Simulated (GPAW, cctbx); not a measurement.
# What do these deviations say about the bonding?

GaAs2Pb, P-4m2 (no. 115), a = 4.3983 Å, b = 4.3983 Å, c = 6.1855 Å, α = 90.00°, β = 90.00°, γ = 90.00°.

```
atom  mult.    x    y       z
 Pb1      1    0    0     1/2
 As1      2    0  1/2  0.2152
 Ga1      1  1/2  1/2       0
```

The start was made by putting kin elements into a known structure type; the compound need not exist, or be stable, in this form.

Absolute values of the static structure factors of the conventional cell from DFT (PBE, GPAW) against free spherical atoms, in electrons:

| hkl | d (Å) | free atoms | crystal |
| --- | --- | --- | --- |
| 001 | 6.186 | 35.98 | 35.88 |
| 100 | 4.398 | 48.31 | 48.32 |
| 101 | 3.584 | 116.13 | 116.34 |
| 110 | 3.110 | 43.38 | 43.21 |
| 002 | 3.093 | 48.57 | 48.41 |
| 111 | 2.779 | 57.21 | 57.24 |
| 102 | 2.530 | 49.95 | 49.92 |
| 200 | 2.199 | 141.59 | 141.42 |
| 112 | 2.193 | 136.74 | 136.62 |
| 201 | 2.072 | 32.09 | 32.18 |

**Question.** Which way does charge move, and which reflections show it best?

Project each element's phase sum on the total phase. |F| rises if density moves to atoms that scatter in phase and falls if it moves to atoms that scatter against it; the rule is for low angles, since changes of shape take over beyond. Where all elements are in phase the terms compete, and the compactness of the donor's and the acceptor's density matters too.

| hkl | Pb in phase | As in phase | Ga in phase | change (e) | (%) |
| --- | --- | --- | --- | --- | --- |
| 001 | +1.0 | -0.4 | -1.0 | -0.10 | -0.3 |
| 100 | +1.0 | 0.0 | -1.0 | +0.01 | 0.0 |
| 101 | +0.9 | +0.9 | +0.9 | +0.21 | +0.2 |
| 110 | +1.0 | -2.0 | +1.0 | -0.17 | -0.4 |
| 002 | +1.0 | -1.8 | +1.0 | -0.16 | -0.3 |
| 111 | +1.0 | +0.4 | -1.0 | +0.03 | +0.1 |
| 102 | +0.9 | +0.4 | -0.9 | -0.03 | -0.1 |
| 200 | +1.0 | +2.0 | +1.0 | -0.16 | -0.1 |

Low-angle reflections that set elements apart and change by more than 0.05 e: 001, 110 and 002 (100, 111 and 102 hardly move and tell little). The signs fit a gain of density on As and a loss on Pb and Ga. The best witness is 110, -0.4 %, where As enters with -2.0. The real-space density agrees: Voronoi charges Pb +0.20, As -0.16, Ga +0.12 e. The shortest bond, As–Ga, has Δρ = +0.10 e/Å³ at its midpoint, a covalent bond charge.

[Outputs are excerpts: Python notices, other lines and further rows are left out; steps that failed or that the build refused (PBEsol, TPSS) are not shown.]

[Logs are printed without paths, hosts, clocks, repeated set-up lines and the standing remarks that a program may print on its own settings, such as how far it seeks lower states.]
